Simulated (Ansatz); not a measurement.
**A faulty run on graphene/h-BP/graphene sandwich (62 atoms)**

Program: Ansatz 0.2.0. The cell: 48 C, 7 B and 7 P.

File input.yaml:

```yaml
crystal:
  lattice:
    - [16.07646685, 0.0, 0.0]
    - [-8.03823343, 13.92263263, 0.0]
    - [0.0, 0.0, 39.51417275]
  atoms:
    - { symbol: C, position: [0.16529, 0.66862, 0.33506] }
    - { symbol: C, position: [0.16595, 0.49992, 0.33434] }
    - { symbol: C, position: [0.33278, 0.99874, 0.33467] }
    - { symbol: C, position: [0.33128, 0.83293, 0.33507] }
    - { symbol: C, position: [0.16841, 0.16815, 0.3343] }
    - { symbol: C, position: [0.16574, 0.99907, 0.33378] }
    - { symbol: C, position: [0.33428, 0.49922, 0.33451] }
    - { symbol: C, position: [0.33495, 0.33267, 0.33481] }
    - { symbol: C, position: [0.49978, 0.83453, 0.33437] }
    - { symbol: C, position: [0.49805, 0.66661, 0.33495] }
    - { symbol: C, position: [0.50116, 0.33242, 0.33422] }
    - { symbol: C, position: [0.50029, 0.16587, 0.33479] }
    - { symbol: C, position: [0.66747, 0.66762, 0.33513] }
    - { symbol: C, position: [0.66784, 0.49831, 0.33523] }
    - { symbol: C, position: [0.83384, 0.9996, 0.33513] }
    - { symbol: C, position: [0.83243, 0.83406, 0.33476] }
    - { symbol: C, position: [0.66647, 0.16573, 0.33484] }
    - { symbol: C, position: [0.66726, 0.00061, 0.33437] }
    [... 38 atom lines left out ...]
    - { symbol: C, position: [0.36614, 0.44233, 0.66502] }
    - { symbol: C, position: [0.3679, 0.27452, 0.66571] }
    - { symbol: C, position: [0.53081, 0.77395, 0.66485] }
    - { symbol: C, position: [0.534, 0.611, 0.66487] }
    - { symbol: C, position: [0.53181, 0.2746, 0.66569] }
    - { symbol: C, position: [0.53572, 0.10935, 0.66552] }
kpoints:
  mp_grid: { grid: [2, 2, 1] }
hamiltonian:
  xc: pbe
  dispersion: d4
scf:
  occupations: { method: fermi_dirac, width: 0.025 }
  max_iter: 100
output:
  forces: true
```

Launch:

```sh
ansatz run input.yaml --threads 4 --pin off --max-ram 8192MiB --backend cpu --events-out ev --progress --plain --runs-dir out
```

Numbers of over 12 decimals in the logs are rounded to 6 here.

What it wrote:

```text
projector tables: rebuilt, as memory chose (as under --projector-tables rebuilt)
Engine: ansatz 0.2.0, aarch64-unknown-linux-gnu
Pseudopotentials: kind: paw
Pseudopotential: C, paw, valence charge 4, recommended cutoff 420 eV (normal), C.paw.azcp
Pseudopotential: B, paw, valence charge 3, recommended cutoff 420 eV (normal), B.paw.azcp
Pseudopotential: P, paw, valence charge 5, recommended cutoff 420 eV (normal), P.paw.azcp
Functional definition: PBE
  parameter kappa = 0.804
  parameter beta = 0.066725
  exchange = pbe_x(kappa = kappa, mu = beta*pi^2/3)
  correlation = pbe_c(beta = beta)
Crystal: 62 atoms, lattice volume = 8844.329 Å³
Basis set: ecut = 420 eV, 172765 PW (Γ), exchange–correlation on 216×216×540 points (8 copies of the dense FFT grid, shifted against one another)
Bands: 186, of which v1, the nominal top of the filled ones, is band 124 counted from 1 (123 counted from 0)
Symmetry: 1 space group operations
Space group: P1 (ITA 1), of the structure as read, at distance tolerance 2.1e-4 Å
k-points: 4
Non-local potential: C, projectors of the file, l = 0: 2, l = 1: 2, l = 2: 1
Non-local potential: B, projectors of the file, l = 0: 2, l = 1: 2, l = 2: 1
Non-local potential: P, projectors of the file, l = 0: 2, l = 1: 2, l = 2: 2
PAW form: soft (Blöchl's): semilocal exchange-correlation on the pseudo side does not see the compensation charge
PAW one-centre angular grid: C, 110 points (default); XC on 64 Gauss nodes
PAW one-centre angular grid: B, 110 points (default); XC on 64 Gauss nodes
PAW one-centre angular grid: P, 110 points (default); XC on 64 Gauss nodes
Initial density: superposition of atomic densities (neutral atoms: chi_scale 0, normalization atom), corrected by the library's trained network
Initial wavefunctions: pseudopotential atomic-orbital guess
Functional: x = pbe(κ = 0.804, μ = 0.219515), c = pbe(β = 0.066725)
SCF iter   1: F=—  HF=-18048.320295 eV  |F-HF|=—  |Δ(HF+E_count)|=         —  Δρ=2.70e-2  dr2=9.52e2  ethr=1.77e-3  ⟨swp⟩=5.5  Hψ=2335  notcnv=0
preconditioner: auto → LDOS  [metal: Δε(μ)=0.001 eV  Ē_g=4.897 eV  σ=0.025 eV  W_gap=0.01  n_scr=510 (ndim 8)  ℏωp=6.2 eV  f_vac=0.679  D(μ)=73.69/eV (n_scr^D=272)  β→1.0]
SCF iter   2: F=—  HF=-24918.499790 eV  |F-HF|=—  |Δ(HF+E_count)|=    6.87e3  Δρ=1.95e-1  dr2=5.41e4  ethr=1.77e-3  ⟨swp⟩=30.5  Hψ=19770  notcnv=0  defer=148  recentre
SCF iter   3: F=—  HF=-18167.338997 eV  |F-HF|=—  |Δ(HF+E_count)|=    6.75e3  Δρ=5.86e-2  dr2=4.18e3  ethr=1.77e-3  ⟨swp⟩=29.8  Hψ=17165  notcnv=0  defer=206
SCF iter   4: F=—  HF=-18116.007707 eV  |F-HF|=—  |Δ(HF+E_count)|=    5.13e1  Δρ=2.94e-2  dr2=5.11e2  ethr=1.77e-3  ⟨swp⟩=38.8  Hψ=15287  notcnv=0  defer=130
SCF iter   5: F=—  HF=-18083.291873 eV  |F-HF|=—  |Δ(HF+E_count)|=    3.27e1  Δρ=2.49e-2  dr2=4.29e2  ethr=1.77e-3  ⟨swp⟩=41.5  Hψ=12104  notcnv=0  defer=79
SCF iter   6: F=—  HF=-18045.931451 eV  |F-HF|=—  |Δ(HF+E_count)|=    3.74e1  Δρ=1.85e-2  dr2=3.18e2  ethr=1.77e-3  ⟨swp⟩=32.8  Hψ=9894  notcnv=0  defer=57
SCF iter   7: F=—  HF=-18086.140886 eV  |F-HF|=—  |Δ(HF+E_count)|=    4.02e1  Δρ=2.80e-2  dr2=1.00e3  ethr=1.77e-3  ⟨swp⟩=46.0  Hψ=15110  notcnv=0  defer=69  recentre
SCF iter   8: F=—  HF=-18063.092609 eV  |F-HF|=—  |Δ(HF+E_count)|=    2.30e1  Δρ=2.75e-2  dr2=9.72e2  ethr=1.77e-3  ⟨swp⟩=6.2  Hψ=1460  notcnv=0  defer=81
SCF iter   9: F=—  HF=-18035.522803 eV  |F-HF|=—  |Δ(HF+E_count)|=    2.76e1  Δρ=1.68e-2  dr2=3.05e2  ethr=1.77e-3  ⟨swp⟩=12.0  Hψ=3655  notcnv=0  defer=91
SCF iter  10: F=—  HF=-18039.440402 eV  |F-HF|=—  |Δ(HF+E_count)|=    3.92e0  Δρ=1.70e-2  dr2=2.98e2  ethr=1.77e-3  ⟨swp⟩=22.0  Hψ=7996  notcnv=0  defer=36
[...]
SCF iter  29: F=—  HF=-18029.050587 eV  |F-HF|=—  |Δ(HF+E_count)|=   1.27e-4  Δρ=8.42e-5  dr2=2.81e-3  ethr=1.78e-6  ⟨swp⟩=2.5  Hψ=828  notcnv=0  defer=63
SCF iter  30: F=—  HF=-18029.050555 eV  |F-HF|=—  |Δ(HF+E_count)|=   3.17e-5  Δρ=2.32e-5  dr2=2.67e-4  ethr=1.13e-6  ⟨swp⟩=1.2  Hψ=683  notcnv=0  defer=63
SCF iter  31: F=—  HF=-18029.050582 eV  |F-HF|=—  |Δ(HF+E_count)|=   2.70e-5  Δρ=1.84e-5  dr2=1.42e-4  ethr=1.08e-7  ⟨swp⟩=3.2  Hψ=1082  notcnv=0  defer=63
SCF iter  32: F=—  HF=-18029.050581 eV  |F-HF|=—  |Δ(HF+E_count)|=   1.07e-6  Δρ=1.24e-5  dr2=8.21e-5  ethr=5.71e-8  ⟨swp⟩=1.5  Hψ=747  notcnv=0  defer=63
SCF iter  33: F=—  HF=-18029.050067 eV  |F-HF|=—  |Δ(HF+E_count)|=   5.14e-4  Δρ=5.14e-6  dr2=1.52e-5  ethr=3.31e-8  ⟨swp⟩=2.0  Hψ=888  notcnv=0  defer=62
SCF iter  34: F=—  HF=-18029.050068 eV  |F-HF|=—  |Δ(HF+E_count)|=   9.12e-7  Δρ=2.76e-6  dr2=6.02e-6  ethr=6.13e-9  ⟨swp⟩=3.0  Hψ=982  notcnv=0  defer=62
SCF iter  35: F=—  HF=-18029.050068 eV  |F-HF|=—  |Δ(HF+E_count)|=   1.76e-7  Δρ=1.38e-6  dr2=9.18e-7  ethr=2.43e-9  ⟨swp⟩=2.0  Hψ=709  notcnv=0  defer=62
SCF iter  36: F=—  HF=-18029.050068 eV  |F-HF|=—  |Δ(HF+E_count)|=   1.33e-7  Δρ=9.23e-7  dr2=4.38e-7  ethr=3.70e-10  ⟨swp⟩=3.0  Hψ=1312  notcnv=0  defer=62
SCF iter  37: F=—  HF=-18029.050068 eV  |F-HF|=—  |Δ(HF+E_count)|=   5.96e-8  Δρ=7.61e-7  dr2=4.45e-7  ethr=1.77e-10  ⟨swp⟩=1.2  Hψ=673  notcnv=0  defer=62
SCF iter  38: F=-18029.050068 eV  HF=-18029.050068 eV  |F-HF|=3.37e-8  |Δ(HF+E_count)|=   3.56e-8  Δρ=3.96e-7  dr2=8.37e-8  ethr=4.03e-11  ⟨swp⟩=37.5  Hψ=5886  notcnv=0
SCF 1 converged in 38 iterations: F = -18029.050068 eV  dr2 = 8.37e-8
[...]
SCF converged after 38 iterations
Free energy (F): -18029.050068 eV
Harris-Foulkes:  -18029.050068 eV  (|F-HF|=3.37e-8)
Internal energy: -18028.325680 eV  (E = F + TS)
E sigma→0 (E₀):  -18028.687874 eV
Entropy (-TS):   -0.724388 eV (-11.684 meV/atom)
Fermi energy:    -4.973573 eV
--- Per-component energies (eV) ---
  E_band       = -2252.343403
  E_kinetic    = 3927.817680
  E_local      = -53569.505633  (includes V_loc(G=0)·N_el)
  E_nonlocal   = 1736.500591
  E_hartree    = 24444.470853
  E_xc         = -2551.287356
  E_vxc        = -2991.627702  (∫ρ·V_xc dr)
  E_paw        = -9181.349513  (= ΣΔE_a)
  E_vpaw       = -244.455768  (= ΣTr[D̂ρ^β])
  E_aug_tail   = 0.000028  (compensation charges beyond the density's cutoff)
  E_ewald      = 17167.778371
  E_disp       = -2.750701  (pairwise vdW)
  E_smearing   = -0.724388  (= −TS)
  E_closure    = -0.000000  (closes the sum)
  Σ components = -18029.050068   (vs F -18029.050068, Δ=0.00e0)
--- Forces (eV/Å), atoms counted from 1 ---
  atom   1  C     -0.23423370     0.13496935     0.00232138
  atom   2  C     -0.03072960    -0.11428561     0.01112244
  atom   3  C      0.03118553    -0.13679382     0.00714155
  atom   4  C     -0.15970674     0.05669068    -0.01755105
  atom   5  C      0.11943848     0.06827981     0.01854825
  atom   6  C     -0.00730671    -0.06469639     0.01840963
  atom   7  C      0.08769257     0.10570848    -0.00060369
  atom   8  C     -0.02446123    -0.06943019     0.00584266
  atom   9  C      0.04060179    -0.02634359     0.01542630
  atom  10  C     -0.07055425    -0.07501555     0.00037886
  atom  11  C      0.01805301    -0.02574636     0.00664541
  atom  12  C      0.03732374     0.06179422     0.00858277
  atom  13  C      0.03936313     0.18071459    -0.00891921
  atom  14  C      0.26078709    -0.09289712    -0.00927421
[...]
atom  61  C     -0.11828741    -0.01085593    -0.02323831
  atom  62  C      0.00842160    -0.02587729     0.01136530
  max |Σ_I F_I| component: 3.72e-6 eV/Å
```

The job ended after 18 min (4 threads of Arm Neoverse V2, shared host; peak memory 7.3 GiB).

In the SCF lines HF is the Harris–Foulkes energy and dr2 the Hartree energy of the density residual, in eV; the loop may stop once dr2 is under the threshold and the program's other checks hold. Hψ counts applications of the Hamiltonian.

Against a sound run (Kohn-Sham DFT, PBE+D4, PAW (set soft_2), plane waves):

- r.m.s. difference of force components: 525 meV/Å
- longest difference of force vectors: 2038 meV/Å
- force difference over r.m.s. force: 111 %

Q: Name the fault and the fix.

A lattice typed in bohr: crystal.lattice.

The fix is to type the lattice in Å.

The run converged all the same, so the exit status doesn't show the fault.

[Logs are printed without paths, hosts, clocks, repeated set-up lines and the standing remarks that a program may print on its own settings, such as how far it seeks lower states.]

[Hosts, paths, dates, database ids (printed as entryN), source tags and the programs' standing remarks are cut or masked in the printed files.]
